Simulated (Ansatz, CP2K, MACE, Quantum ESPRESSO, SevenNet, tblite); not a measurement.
# Random rutile alloy of IrO2 and SiO2 (96 atoms) under volume change, by several methods

How stiff is random rutile alloy of IrO2 and SiO2 (96 atoms) under an even change of volume, and do other programs and learned potentials give the same pressure and slope as plane waves?

The results are calculated values.

### 1. The structure

The cell holds 96 atoms (20 Si, 64 O and 12 Ir), with edges of 8.60, 8.60 and 11.39 Å. Recipe: rutile IrO2, 2 x 2 x 4 conventional cells, 20 of 32 Ir sites given to Si at random (x = 0.625), lattice by Vegard's rule (cell 4.299, 4.299, 2.848, 90, 90, 90); every coordinate displaced by a Gaussian of 0.07 Å. Then the atoms were relaxed with SevenNet 0 in the fixed cell.

Bonds by pair of elements; cutoffs follow the first minimum of g(r), held within bounds set by covalent radii, and pairs that aren't listed don't count as bonded:

| pair A-B | cutoff (Å) | bonds | mean length (Å) | spread (Å) | shortest (Å) | B about A | A about B |
| --- | --- | --- | --- | --- | --- | --- | --- |
| O-Si | 2.16 | 120 | 1.79 | 0.044 | 1.71 | 1.88 | 6 |
| O-Ir | 2.43 | 72 | 1.97 | 0.036 | 1.89 | 1.12 | 6 |

### 2. The reference input

Quantum ESPRESSO 7.5: Kohn-Sham DFT, PBE, SSSP efficiency 1.3.0 pseudopotentials, plane waves. Its input, pw.in, for the unchanged cell:

```
&control
  calculation = 'scf'
  pseudo_dir = './pseudo'
  outdir = './tmp'
  disk_io = 'none'
  tprnfor = .true.
  tstress = .true.
/
&system
  ibrav = 0
  nat = 96
  ntyp = 3
  ecutwfc = 60
  ecutrho = 480
  nosym = .true.
  occupations = 'smearing'
  smearing = 'fd'
  degauss = 0.003675
/
&electrons
  conv_thr = 4.8e-07
  electron_maxstep = 100
  mixing_beta = 0.2
  mixing_mode = 'local-TF'
  diagonalization = 'david'
/
ATOMIC_SPECIES
Si 28.085 Si.upf
O 15.999 O.upf
Ir 192.217 Ir.upf
CELL_PARAMETERS angstrom
8.59720 0.00000 0.00000
0.00000 8.59720 0.00000
0.00000 0.00000 11.39360
ATOMIC_POSITIONS crystal
Si 0.00388 0.99212 0.99323
Si 0.24501 0.24432 0.11453
O 0.15343 0.14657 0.99843
O 0.34292 0.33210 0.99885
[... 90 atom lines left out ...]
O 0.59939 0.89766 0.88225
O 0.90181 0.60535 0.89314
K_POINTS gamma
```

```console
$ OMP_NUM_THREADS=1 mpirun -np 4 pw.x -in pw.in > output.txt
```

The job ended after 5.2 min (4 MPI ranks of Arm Neoverse V2, shared host; peak memory 3 GiB).

It converged with an r.m.s. force component of 0.51 eV/Å and a pressure of 12 GPa.

### 3. The levels

Every level solves the same cells as single points. CPU time is summed over a level's finished runs, on a host shared with the other runs, so it is rough; the force column is the median over cells of the r.m.s. difference of force components from the reference.

| level | basis or training data | k-points | runs finished | CPU time | peak memory (GiB) | force difference (meV/Å) |
| --- | --- | --- | --- | --- | --- | --- |
| QE, PBE | plane waves, SSSP efficiency, 60/480 Ry | Γ | 3 of 3 | 61 min | 3.1 | reference |
| CP2K double zeta, PBE | DZVP-MOLOPT-SR, GTH-PBE potentials, 600 Ry | Γ | 3 of 3 | 38 min | 4.3 | 77 |
| tblite GFN1-xTB | tight binding with its own dispersion term | Γ | 3 of 3 | 20 s | 0.13 | 505 |
| MACE MP-0b3 medium | trained on PBE(+U) plane-wave data | - | 3 of 3 | 29 s | 1.4 | 311 |
| SevenNet 0 | trained on PBE(+U) plane-wave data | - | 3 of 3 | 26 s | 1.2 | 515 |

The reference's own r.m.s. force component runs from 446 to 611 meV/Å over these cells. SevenNet 0 relaxed the atoms, so in the cells that it relaxed its own forces are small, and its entry isn't an independent test there.

### 4. Pressure against volume

The cell is scaled evenly, and at each volume SevenNet 0 relaxes the atoms again before the single points. The unchanged volume is 8.772 Å³ an atom. Pressures in GPa:

| level | -3 % | 0 | +3 % |
| --- | --- | --- | --- |
| QE, PBE | 22.39 | 11.87 | 2.87 |
| CP2K double zeta, PBE | 21.87 | 11.53 | 2.70 |
| tblite GFN1-xTB | 32.73 | 22.50 | 13.71 |
| MACE MP-0b3 medium | 21.88 | 11.71 | 3.09 |
| SevenNet 0 | 27.57 | 16.23 | 6.35 |

Energy less that of the unchanged cell at the same level, in meV an atom:

| level | -3 % | +3 % |
| --- | --- | --- |
| QE, PBE | 37.10 | -17.56 |
| CP2K double zeta, PBE | 36.10 | -16.69 |
| tblite GFN1-xTB | 48.20 | -30.28 |
| MACE MP-0b3 medium | 31.56 | -14.14 |
| SevenNet 0 | 35.69 | -18.36 |

### 5. Moduli

From the three volumes nearest the unchanged one: B from the slope of pressure against ln V and from the curvature of the energy, the pressure that the slope of the energy implies, and the volume change at which the printed pressure crosses zero (a dash if it doesn't within the range).

| level | B from pressures (GPa) | B from energies (GPa) | printed pressure (GPa) | pressure from energies (GPa) | zero pressure at (%) |
| --- | --- | --- | --- | --- | --- |
| QE, PBE | 325.2 | 396.6 | 11.87 | 16.64 | - |
| CP2K double zeta, PBE | 319.5 | 394.0 | 11.53 | 16.07 | - |
| tblite GFN1-xTB | 316.9 | 363.7 | 22.50 | 23.89 | - |
| MACE MP-0b3 medium | 313.1 | 353.5 | 11.71 | 13.91 | - |
| SevenNet 0 | 353.6 | 351.6 | 16.23 | 16.45 | - |

As a check by hand on the reference: from -3 to +3 % the pressure falls by 19.51 GPa while ln V grows by 0.0600, a ratio of 325.1 GPa.

### 6. What came out

The plane-wave reference (PBE) gives a bulk modulus of 325.2 GPa from its pressures, at a volume where its pressure is 11.87 GPa, and the pressure stays positive over the whole range. Other programs at PBE: CP2K double zeta, PBE 319.5 GPa (-2 %); its pressure lies -0.34 GPa from the reference's. Learned potentials: MACE MP-0b3 medium 313.1 GPa (-4 %) and SevenNet 0 353.6 GPa (+9 %); their pressures lie -0.16 to +4.36 GPa from the reference's.

Tight binding: tblite GFN1-xTB 316.9 GPa (-3 %); its pressure lies +10.63 GPa from the reference's. The moduli are read at one volume but at unlike pressures, and a cell under tension is as a rule softer than one under compression. All slopes lie within 9 % of the reference's, while the pressures at one volume spread over 11.0 GPa, so the levels would settle at unlike volumes. Moduli from the energies run from 352 to 397 GPa and part from those from pressures by as much as +23 % (CP2K double zeta, PBE); they rest on small differences of energy, and for levels other than SevenNet 0 they hold the work of leftover forces.

**Limits.** The atoms follow SevenNet 0, not each level's own minimum, so these moduli only approach relaxed ones and hang on that choice. Three points at finite strain give rough moduli, at the given volume rather than at zero pressure. Pressures at a fixed plane-wave cutoff or in a small atom-centred basis hold some basis error. The reference has no spin polarisation, so moments on Ir can't form in it, and no Hubbard term. The reference samples only Γ, in a cell whose shortest periodic width is 9 Å. Spin–orbit coupling is left out, which matters for the levels of the heavy elements. The reference isn't exact: its cutoffs and mesh weren't converged further here. The learned potentials mimic data converged in k, so the sampling error of the reference's coarse mesh counts against them here, while programs on the same mesh share it. Where levels are smeared, the DFT runs use Fermi–Dirac occupations at 580 K (0.05 eV), and energies are free energies.

[Logs are printed without paths, hosts, clocks, repeated set-up lines and the standing remarks that a program may print on its own settings, such as how far it seeks lower states.]

[Hosts, paths, dates, database ids (printed as entryN), source tags and the programs' standing remarks are cut or masked in the printed files.]
